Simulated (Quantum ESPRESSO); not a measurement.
# CsNiCl3: parallel and opposed starts, part 2 of 2

Does CsNiCl3 prefer parallel or opposed moments?

Quantum ESPRESSO 7.5; PBEsol; plane waves with GBRV 1.5 PBEsol potentials, no spin-orbit coupling.

So far, absolute magnetization (μB): step 2 (run 1 (ferro ++)) 4.18.

**3. Start 2: antiferro +−**

pw.in reads:

```
&CONTROL
  calculation = 'scf'
  prefix = 'pwscf'
  outdir = './tmp'
  pseudo_dir = './pseudo'
  disk_io = 'nowf'
/
&SYSTEM
  ibrav = 0
  celldm(1) = 8
  nat = 10
  ntyp = 4
  ecutwfc = 40
  ecutrho = 280
  nbnd = 62
  occupations = 'smearing'
  smearing = 'fd'
  degauss = 0.00367493
  nspin = 2
  starting_magnetization(1) = 0
  starting_magnetization(2) = 0.1111
  starting_magnetization(3) = -0.1111
  starting_magnetization(4) = 0
/
&ELECTRONS
  conv_thr = 2d-08
  electron_maxstep = 150
  mixing_beta = 0.3
/
ATOMIC_SPECIES
Cs    132.9055 cs_pbesol_v1.uspp.F.UPF
Ni1    58.6934 ni_pbesol_v1.4.uspp.F.UPF
Ni2    58.6934 ni_pbesol_v1.4.uspp.F.UPF
Cl     35.4500 cl_pbesol_v1.4.uspp.F.UPF
CELL_PARAMETERS alat
   1.6815019272686    0.0000000000000    0.0000000000000
  -0.8407509636343    1.4562233855177    0.0000000000000
   0.0000000000000    0.0000000000000    1.3956808509189
ATOMIC_POSITIONS crystal
Cs      0.3333333333    0.6666666667    0.7500000000
Cs      0.6666666667    0.3333333333    0.2500000000
Ni1     0.0000000000    0.0000000000    0.0000000000
Ni2     0.0000000000    0.0000000000    0.5000000000
Cl      0.1543200000    0.3086400000    0.2500000000
Cl      0.8456800000    0.1543200000    0.7500000000
Cl      0.6913600000    0.8456800000    0.2500000000
Cl      0.8456800000    0.6913600000    0.7500000000
Cl      0.1543200000    0.8456800000    0.2500000000
Cl      0.3086400000    0.1543200000    0.7500000000
K_POINTS automatic
4 4 4 0 0 0
```

Started as:

```
$ OMP_NUM_THREADS=1 mpirun -n 4 pw.x -nk 4 -in pw.in > pw.out
```

The log of the run:

```text
[banner, memory and clock lines left out]
Program PWSCF v.7.5 starts

     Message from routine setup:
     using ibrav=0 with symmetry is DISCOURAGED, use correct ibrav instead

     bravais-lattice index     =            0
     lattice parameter (alat)  =       8.0000  a.u.
     unit-cell volume          =    1749.7720 (a.u.)^3
     number of atoms/cell      =           10
     number of atomic types    =            4
     number of electrons       =        96.00
     number of Kohn-Sham states=           62
     kinetic-energy cutoff     =      40.0000  Ry
     charge density cutoff     =     280.0000  Ry
     scf convergence threshold =      2.0E-08
     mixing beta               =       0.3000
     number of iterations used =            8  plain     mixing
     Exchange-correlation= SLA  PW   PSX  PSC
                           (   1   4  10   8   0   0   0)

     celldm(1)=   8.000000  celldm(2)=   0.000000  celldm(3)=   0.000000
     celldm(4)=   0.000000  celldm(5)=   0.000000  celldm(6)=   0.000000

     crystal axes: (cart. coord. in units of alat)
               a(1) = (   1.681502   0.000000   0.000000 )
               a(2) = (  -0.840751   1.456223   0.000000 )
               a(3) = (   0.000000   0.000000   1.395681 )

     reciprocal axes: (cart. coord. in units 2 pi/alat)
               b(1) = (  0.594706  0.343354 -0.000000 )
               b(2) = (  0.000000  0.686708  0.000000 )
               b(3) = (  0.000000 -0.000000  0.716496 )

     PseudoPot. # 1 for Cs read from file:
     cs_pbesol_v1.uspp.F.UPF
     Pseudo is Ultrasoft + core correction, Zval =  9.0

     PseudoPot. # 2 for Ni read from file:
     ni_pbesol_v1.4.uspp.F.UPF
     Pseudo is Ultrasoft + core correction, Zval = 18.0

     PseudoPot. # 3 for Ni read from file:
     ni_pbesol_v1.4.uspp.F.UPF
     Pseudo is Ultrasoft + core correction, Zval = 18.0

     PseudoPot. # 4 for Cl read from file:
     cl_pbesol_v1.4.uspp.F.UPF
     Pseudo is Ultrasoft + core correction, Zval =  7.0

     atomic species   valence    mass     pseudopotential
     Cs                9.00   132.90550     Cs( 1.00)
     Ni1              18.00    58.69340     Ni( 1.00)
     Ni2              18.00    58.69340     Ni( 1.00)
     Cl                7.00    35.45000     Cl( 1.00)

     Starting magnetic structure
     atomic species   magnetization
     Cs              0.000
     Ni1             0.111
     Ni2            -0.111
     Cl              0.000

     12 Sym. Ops., with inversion, found

   Cartesian axes

     site n.     atom                  positions (alat units)
         1        Cs     tau(   1) = (  -0.0000000   0.9708156   1.0467606  )
         2        Cs     tau(   2) = (   0.8407510   0.4854078   0.3489202  )
         3        Ni1    tau(   3) = (   0.0000000   0.0000000   0.0000000  )
         4        Ni2    tau(   4) = (   0.0000000   0.0000000   0.6978404  )
         5        Cl     tau(   5) = (  -0.0000000   0.4494488   0.3489202  )
         6        Cl     tau(   6) = (   1.2922679   0.2247244   1.0467606  )
         7        Cl     tau(   7) = (   0.4515169   1.2314990   0.3489202  )
         8        Cl     tau(   8) = (   0.8407510   1.0067746   1.0467606  )
         9        Cl     tau(   9) = (  -0.4515169   1.2314990   0.3489202  )
        10        Cl     tau(  10) = (   0.3892341   0.2247244   1.0467606  )

     number of k points=    13  Fermi-Dirac smearing, width (Ry)=  0.0037
                       cart. coord. in units 2pi/alat
        k(    1) = (   0.0000000   0.0000000   0.0000000), wk =   0.0156250
        k(    2) = (   0.0000000   0.0000000   0.1791240), wk =   0.0312500
        k(    3) = (   0.0000000   0.0000000  -0.3582481), wk =   0.0156250
        k(    4) = (   0.0000000   0.1716770   0.0000000), wk =   0.0937500
        k(    5) = (   0.0000000   0.1716770   0.1791240), wk =   0.0937500
        [... 8 further k-points ...]

     Dense  grid:   138383 G-vectors     FFT dimensions: (  72,  72,  60)

     Smooth grid:    59757 G-vectors     FFT dimensions: (  60,  60,  45)

     Check: negative core charge=   -0.000003
     Generating pointlists ...
     new r_m :   0.3471 (alat units)  2.7770 (a.u.) for type    1
     new r_m :   0.2347 (alat units)  1.8777 (a.u.) for type    2
     new r_m :   0.2347 (alat units)  1.8777 (a.u.) for type    3
     new r_m :   0.2347 (alat units)  1.8777 (a.u.) for type    4

     Initial potential from superposition of free atoms

     starting charge      91.9245, renormalised to      96.0000

     negative rho (up, down):  4.709E-02 4.709E-02
     Starting wfcs are   76 randomized atomic wfcs

     Self-consistent Calculation

     iteration #  1     ecut=    40.00 Ry     beta= 0.30
     Davidson diagonalization with overlap
     ethr =  1.00E-02,  avg # of iterations =  4.6

     negative rho (up, down):  4.611E-02 4.610E-02

     total energy              =   -1009.53259191 Ry
     estimated scf accuracy    <      10.50083806 Ry

     total magnetization       =     0.00 Bohr mag/cell
     absolute magnetization    =     4.22 Bohr mag/cell

     iteration #  2     ecut=    40.00 Ry     beta= 0.30
     Davidson diagonalization with overlap
     ethr =  1.00E-02,  avg # of iterations =  3.0

     negative rho (up, down):  4.531E-02 4.531E-02

     total energy              =   -1010.82941215 Ry
     estimated scf accuracy    <       8.72096382 Ry

     total magnetization       =    -0.00 Bohr mag/cell
     absolute magnetization    =     1.37 Bohr mag/cell

     [... further iterations left out ...]

     iteration # 13     ecut=    40.00 Ry     beta= 0.30
     Davidson diagonalization with overlap
     ethr =  2.77E-10,  avg # of iterations =  4.1

     negative rho (up, down):  4.354E-02 4.354E-02

     total energy              =   -1012.06179716 Ry
     estimated scf accuracy    <       0.00000020 Ry

     total magnetization       =     0.00 Bohr mag/cell
     absolute magnetization    =     3.70 Bohr mag/cell

     iteration # 14     ecut=    40.00 Ry     beta= 0.30
     Davidson diagonalization with overlap
     ethr =  2.03E-10,  avg # of iterations =  2.0

     negative rho (up, down):  4.354E-02 4.354E-02

     Magnetic moment per site  (integrated on atomic sphere of radius R)
     atom   1 (R=0.347)  charge=  7.3982  magn=  0.0000
     atom   2 (R=0.347)  charge=  7.3982  magn=  0.0000
     atom   3 (R=0.235)  charge= 16.2756  magn=  1.4338
     atom   4 (R=0.235)  charge= 16.2756  magn= -1.4338
     atom   5 (R=0.235)  charge=  5.2399  magn=  0.0000
     atom   6 (R=0.235)  charge=  5.2399  magn=  0.0000
     atom   7 (R=0.235)  charge=  5.2399  magn=  0.0000
     atom   8 (R=0.235)  charge=  5.2399  magn=  0.0000
     atom   9 (R=0.235)  charge=  5.2399  magn=  0.0000
     atom  10 (R=0.235)  charge=  5.2399  magn=  0.0000

     End of self-consistent calculation

     [... lines left out ...]
     the Fermi energy is     5.1733 ev

!    total energy              =   -1012.06179859 Ry
     estimated scf accuracy    <          2.9E-09 Ry
     smearing contrib. (-TS)   =      -0.00000173 Ry
     internal energy E=F+TS    =   -1012.06179687 Ry

     The total energy is F=E-TS. E is the sum of the following terms:
     one-electron contribution =    -903.53572989 Ry
     hartree contribution      =     485.96669360 Ry
     xc contribution           =    -186.72567344 Ry
     ewald contribution        =    -407.76708713 Ry

     total magnetization       =    -0.00 Bohr mag/cell
     absolute magnetization    =     3.70 Bohr mag/cell

     convergence has been achieved in  14 iterations
```

Elapsed: 1.8 min, on 4 MPI ranks of Arm Neoverse V2, shared host; peak memory 1.2 GiB.

Spin moment in the atom's sphere by atom:

| atom | spin moment in the atom's sphere (μB) |
| --- | --- |
| Cs1 | 0.00 |
| Cs2 | 0.00 |
| Ni3 | 1.43 |
| Ni4 | -1.43 |
| Cl5 | 0.00 |
| Cl6 | 0.00 |
| Cl7 | 0.00 |
| Cl8 | 0.00 |
| Cl9 | 0.00 |
| Cl10 | 0.00 |

This step gave:

* smearing term TS: 2.35e-5 eV
* magnetization: 0 μB
* absolute magnetization: 3.701 μB
* final state: antiferromagnetic

Spin density in the ab plane at fractional z = 0.250, with atoms of Cs and Cl within 0.2 Å of it.

Values in units of 1e-6 e/Å³, 10 rows by 16 columns, each cell a mean:
```
0.1 0.2 0.0 0.0 0.1 0.0 0.0 0.0 0.0 0.1 0.1 0.0 0.0 0.1 0.3 0.0
0.0 0.0 0.0 0.1 1.3 0.1 0.0 0.0 0.3 1.1 0.0 0.0 0.0 0.1 0.0 0.0
0.0 0.1 0.8 0.8 0.1 0.0 0.0 0.1 0.3 1.3 0.1 0.0 0.0 0.0 0.0 0.0
0.0 0.0 0.1 0.0 0.0 0.0 0.0 0.0 0.1 0.0 0.0 0.0 0.0 0.0 0.0 0.0
0.0 0.0 0.0 0.0 0.1 0.0 0.0 0.0 0.0 0.0 0.0 0.0 0.0 0.0 0.0 0.0
0.0 0.1 0.8 0.9 1.3 0.1 0.0 0.0 0.0 0.0 0.0 0.1 0.0 0.0 0.0 0.0
0.0 0.0 0.0 0.0 0.1 0.0 0.0 0.0 0.0 0.1 1.3 0.9 0.0 0.0 0.0 0.0
0.0 0.0 0.0 0.0 0.0 0.0 0.0 0.0 0.0 0.0 0.1 0.0 0.0 0.0 0.0 0.0
0.2 0.2 0.1 0.0 0.0 0.0 0.0 0.0 0.0 0.0 0.0 0.0 0.0 0.0 0.0 0.0
0.0 0.0 0.1 0.0 0.0 0.0 0.0 0.0 0.0 0.0 0.0 0.0 0.0 0.0 0.0 0.1
```
Columns run along a (7.1 Å), rows up along b (7.1 Å). Atoms in or near the plane, at fractional coordinates: Cs at (0.67, 0.33), Cl at (0.15, 0.31), Cl at (0.69, 0.85), Cl at (0.15, 0.85).

Valence density in the ab plane at fractional z = 0.250, with atoms of Cs and Cl within 0.2 Å of it. It is the smooth field of the valence electrons, not physical close to the nuclei.

Ten even steps from '0' (0.0 e/Å³) to '9' (1.7 e/Å³), each cell a mean:
```
11368631000014775211
14889831000159897311
37608720001384095211
49768310001596773101
48974100002589731001
24421000001343210001
11100000000111000000
00000000000000000000
00000000000000111100
00012210000013443100
01256521000246565200
13799831001453355200
27718820013635363100
49649410014534541001
48985100014665420001
35531000012443100001
12110000001110000001
11100100000000001001
11122211000001222111
```
Columns run along a (7.1 Å), rows up along b (7.1 Å). Atoms in or near the plane, at fractional coordinates: Cs at (0.67, 0.33), Cl at (0.15, 0.31), Cl at (0.69, 0.85), Cl at (0.15, 0.85).

**4. The states side by side**

An order is kept where moments of 0.15 μB or more survive with the typed signs; meshes match where a doubled cell samples the same k points as the first cell.

Orders:

| start | final state | typed order kept | energy over the lowest (meV a seeded atom) | largest site moment (μB) | net moment (μB a cell of the first run) | mesh matched | CPU time (s) |
| --- | --- | --- | --- | --- | --- | --- | --- |
| ferro ++ | ferromagnetic | yes | 3.416 | 1.458 | 4 | yes | 383.1 |
| antiferro +- | antiferromagnetic | yes | 0 | 1.434 | 0 | yes | 432.4 |

**5. Summary of results**

* lowest state found: antiferromagnetic (from antiferro +-)
* largest site moment: 1.43 μB
* next state with moments: ferromagnetic, 3.42 meV a seeded atom higher

**Reading.** Only these 2 starts were compared; other wavevectors, canted and longer-period orders were not. No Hubbard term acts here. In such compounds local and semilocal functionals without one often delocalise the d electrons, and can shrink or lose moments and miss the size, sign and order of the couplings.

[Logs and program files are shortened in this print: banners, set-up blocks, solver, clock and traceback lines can be left out without a mark of their own.]

[Logs are printed without paths, hosts, clocks, repeated set-up lines and the standing remarks that a program may print on its own settings, such as how far it seeks lower states.]

[Hosts, paths, dates, database ids (printed as entryN), source tags and the programs' standing remarks are cut or masked in the printed files.]

[Where a cell is said to come from a database of computed structures, the database is the Materials Project.]
